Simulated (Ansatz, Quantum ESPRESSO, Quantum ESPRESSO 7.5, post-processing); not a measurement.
## Work function of relaxed Sc(0001) under two functionals

Wanted: relaxation and work function of Sc(0001).

Calculated with Quantum ESPRESSO 7.5; plane-wave DFT, PBE, GBRV ultrasoft pseudopotentials (geometry and cross-check by Ansatz 0.2.0 with PAW datasets; geometry under PBE).

The experiments to compare with:

“Anisotropic work function of elemental crystals” (2019, arxiv:1902.07811) quotes from earlier work for Sc (polycrystalline sample, no single face): work function, loosely compared (polycrystalline sample, no single face) 3.5 eV.

This is a report of a sequence of runs, with most program output left out.

### 1. The structure

The cell holds 6 atoms: 6 Sc. Cell: a = 3.310 Å, b = 3.310 Å, c = 29.190 Å, α = 90.0°, β = 90.0°, γ = 60.0°. It derives from Sc. Vacuum lies along c.

### 2. Geometry from Ansatz of (0001)

The geometry comes first, from a plane-wave PAW code, so that the later runs on this slab share one structure.

input.yaml

```yaml
crystal:
  lattice:
    - [3.31, 0.0, 0.0]
    - [1.655, 2.8665440865, 0.0]
    - [0.0, 0.0, 29.19035]
  atoms:
    - { symbol: Sc, position: [0.6666666667, 0.6666666667, 0.274063175] }
    - { symbol: Sc, position: [0.0, 0.0, 0.364437905] }
    - { symbol: Sc, position: [0.6666666667, 0.6666666667, 0.454812635] }
    - { symbol: Sc, position: [0.0, 0.0, 0.545187365] }
    - { symbol: Sc, position: [0.6666666667, 0.6666666667, 0.635562095] }
    - { symbol: Sc, position: [0.0, 0.0, 0.725936825] }
kpoints:
  mp_grid: { grid: [12, 12, 1] }
hamiltonian:
  xc: pbe
scf:
  occupations: { method: fermi_dirac, width: 0.1 }
  convergence: { dr2_threshold: 1.0e-08 }
efield:
  axis: 3
  dipole_correction: true
  ramp_position: 0.97
  ramp_width: 0.04
relax:
  f_tol: 0.01
  constraints: [{ sites: [2, 3] }]
output:
  write_potential: true
  write_density: true
  volumetric_format: npy
```

Launch:

```console
ansatz run input.yaml --threads 2 --pin off --max-ram 4096MiB --backend cpu --events-out ev --progress --plain --runs-dir out
```

It took 27 s on 2 threads of Arm Neoverse V1, shared host; peak memory 0.57 GiB.

Relaxation path:

| step | energy less that of the first step (eV) | largest force component (eV/Å) |
| --- | --- | --- |
| 1 | 0.0000 | 0.2475 |
| 2 | -0.0355 | 0.0074 |

Forces are held to the 6 operations that the run works with; a distortion that breaks them can't arise in this run.

The atoms that moved most (Å):

| atom | dx | dy | dz | length |
| --- | --- | --- | --- | --- |
| Sc6 | 0.000 | 0.000 | -0.163 | 0.163 |
| Sc1 | 0.000 | 0.000 | 0.163 | 0.163 |
| Sc2 | 0.000 | 0.000 | 0.034 | 0.034 |
| Sc5 | 0.000 | 0.000 | -0.034 | 0.034 |

The relaxation lowers the energy by 6 meV an atom. Held were the atoms numbered 3 and 4; the forces quoted are those on the free ones.

This step gave:

* free energy: -12813.5823 eV
* energy at zero smearing: -12813.3588 eV
* smearing term TS: 0.4471 eV
* Fermi energy: 3.407 eV
* symmetry operations: 6
* work function of the upper face: 3.593 eV
* work function of the lower face: 3.593 eV
* dipole along the normal: 5.83e-6 e·Å

### 3. SCF with pw.x of (0001), PBE

Both faces of the slab are alike, so a plain periodic cell serves and symmetry is kept.

Level of this step: plane-wave DFT, PBE, GBRV ultrasoft pseudopotentials (Quantum ESPRESSO 7.5).

0001.pbe.in

```
&control
  prefix = '0001.pbe'
  outdir = './out'
  pseudo_dir = './pseudo'
  calculation = 'scf'
  tprnfor = .true.
/
&system
  ibrav = 0
  nat = 6
  ntyp = 1
  ecutwfc = 40
  ecutrho = 200
  occupations = 'smearing'
  smearing = 'mv'
  degauss = 0.02
/
&electrons
  conv_thr = 1e-07
  mixing_beta = 0.4
  electron_maxstep = 120
  mixing_mode = 'local-TF'
/
ATOMIC_SPECIES
  Sc  44.9559  sc_pbe_v1.uspp.F.UPF
CELL_PARAMETERS angstrom
  3.30999999998470 0.00000000000000 0.00000000000000
  1.65499999999235 2.86654408651325 0.00000000000000
  0.00000000000000 0.00000000000000 29.19035000000000
ATOMIC_POSITIONS crystal
  Sc  0.666666666667 0.666666666667 0.279636898580
  Sc  -0.000000000000 0.000000000000 0.365607858082
  Sc  0.666666666667 0.666666666667 0.454812635000
  Sc  0.000000000000 0.000000000000 0.545187365000
  Sc  0.666666666667 0.666666666667 0.634392159486
  Sc  0.000000000000 -0.000000000000 0.720363076941
K_POINTS automatic
  12 12 1 0 0 0
```

Launch:

```console
OMP_NUM_THREADS=1 mpirun -n 2 pw.x -nk 2 -in 0001.pbe.in > 0001.pbe.out
```

Elapsed: 3.4 min, on 2 MPI ranks; peak memory 0.56 GiB; 6.8 min of CPU time.

This step gave:

```
free energy  : -7698.5621 eV
Fermi energy : 3.429 eV
```

### 4. Electrostatic potential of (0001)

The vacuum level is read from the electrostatic potential (plot_num = 11), averaged over planes.

0001.pbe.pot.in

```
&inputpp
  prefix = '0001.pbe'
  outdir = './out'
  filplot = '0001.pbe.pot.dat'
  plot_num = 11
/
```

Launch:

```console
OMP_NUM_THREADS=1 mpirun -n 2 pp.x -in 0001.pbe.pot.in > 0001.pbe.pot.out
```

The job ended after 1 s (2 MPI ranks; peak memory 0.17 GiB; 2 s of CPU time).

Read from the output:

```
work function of the upper face                                       : 3.525 eV
slope of the potential above                                          : 0.002233 eV/Å
upper vacuum line continued to the top atoms, over the Fermi level    : 3.513 eV
work function of the lower face                                       : 3.526 eV
slope of the potential below                                          : -0.001511 eV/Å
lower vacuum line continued to the bottom atoms, over the Fermi level : 3.517 eV
```

The potential energy, planar mean oscillates, so the rows of the table below give means over windows of 2.57 Å about each position, cut where the curve ends. Its maxima inside the range that stand out by 2 % of the span (Å: eV): 9.5: 0.396, 12.0: 0.599, 14.6: 0.787, 17.2: 0.599, 19.7: 0.396. Its minima: 8.2: -12.7, 10.6: -12.2, 13.3: -12.5, 15.9: -12.5, 18.6: -12.2, 21.0: -12.7.

Electrostatic potential energy of an electron; zero at the Fermi level. The potential energy, planar mean by z; means over each step:

| z (Å) | potential energy, planar mean (eV) |
| --- | --- |
| 1.28 | 3.53 |
| 3.85 | 3.51 |
| 6.42 | 0.818 |
| 8.99 | -5.65 |
| 11.56 | -5.17 |
| 14.13 | -5.11 |
| 16.70 | -5.26 |
| 19.27 | -5.46 |
| 21.84 | -4.29 |
| 24.41 | 3.41 |
| 26.98 | 3.53 |

### 5. Ground state of (0001), LDA

The same atoms under a second functional.

Level of this step: plane-wave DFT, LDA, GBRV ultrasoft pseudopotentials (Quantum ESPRESSO 7.5).

0001.lda.in, as its differences from the input of step 3:

```diff
@@ -1,3 +1,3 @@
 &control
-  prefix = '0001.pbe'
+  prefix = '0001.lda'
   outdir = './out'
@@ -24,3 +24,3 @@
 ATOMIC_SPECIES
-  Sc  44.9559  sc_pbe_v1.uspp.F.UPF
+  Sc  44.9559  sc_lda_v1.uspp.F.UPF
 CELL_PARAMETERS angstrom
```

Launch:

```console
OMP_NUM_THREADS=1 mpirun -n 2 pw.x -nk 2 -in 0001.lda.in > 0001.lda.out
```

It took 3.1 min on 2 MPI ranks; peak memory 0.49 GiB; 6.2 min of CPU time.

Numbers from this step:

* free energy: -7696.8848 eV
* Fermi energy: 3.211 eV

### 6. Electrostatic potential of (0001)

0001.lda.pot.in

```
&inputpp
  prefix = '0001.lda'
  outdir = './out'
  filplot = '0001.lda.pot.dat'
  plot_num = 11
/
```

Launch:

```console
OMP_NUM_THREADS=1 mpirun -n 2 pp.x -in 0001.lda.pot.in > 0001.lda.pot.out
```

It took 1 s on 2 MPI ranks; peak memory 0.17 GiB.

This step gave:

- work function of the upper face: 3.664 eV
- slope of the potential above: 0.001832 eV/Å
- upper vacuum line continued to the top atoms, over the Fermi level: 3.655 eV
- work function of the lower face: 3.665 eV
- slope of the potential below: -0.001237 eV/Å
- lower vacuum line continued to the bottom atoms, over the Fermi level: 3.658 eV

On (0001) the work function under LDA lies +0.14 eV from PBE's.

### 7. The series side by side

All levels:

| level | work function (eV) | Ansatz, PBE (eV) | CPU time (s) |
| --- | --- | --- | --- |
| (0001), PBE | 3.525 | 3.593 | 408.7 |
| (0001), LDA | 3.664 | - | 369 |

### 8. By hand

For (0001) under PBE, on the run's own zero: φ = 6.955 − (3.429) = 3.526 eV.

### 9. Results

* work function of (0001), PBE: 3.53 eV
* work function of (0001), LDA: 3.66 eV

What this shows: Under PBE the work function is 3.53 eV on (0001). LDA lies +0.14 eV from PBE on the same atoms. The top two spacings change by -4.9 and -1.3 % on (0001). Ansatz, with Fermi-Dirac smearing and its own datasets, agrees within 0.07 eV under PBE. The slabs are thin and unreconstructed, at the tabulated lattice constant; thickness and mesh leave some 0.05 to 0.1 eV open.

Calculation against experiment:

| quantity | measured | (0001), PBE |
| --- | --- | --- |
| work function, loosely compared (polycrystalline sample, no single face) (eV) | 3.5 | 3.53 (+0.03 eV) |

Measured values from arxiv:1902.07811 (2019).

How well it matches: The work function, set beside that of the polycrystal, is off by +0.03 eV. A polycrystal averages over faces, so this is a loose comparison.

[Logs are printed without paths, hosts, clocks, repeated set-up lines and the standing remarks that a program may print on its own settings, such as how far it seeks lower states.]

[Hosts, paths, dates, database ids (printed as entryN), source tags and the programs' standing remarks are cut or masked in the printed files.]

[Maps of the electrostatic potential energy from Ansatz leave out the sawtooth potential of an applied field or a dipole correction, so their vacuum need not be flat; planar profiles and work functions include it.]
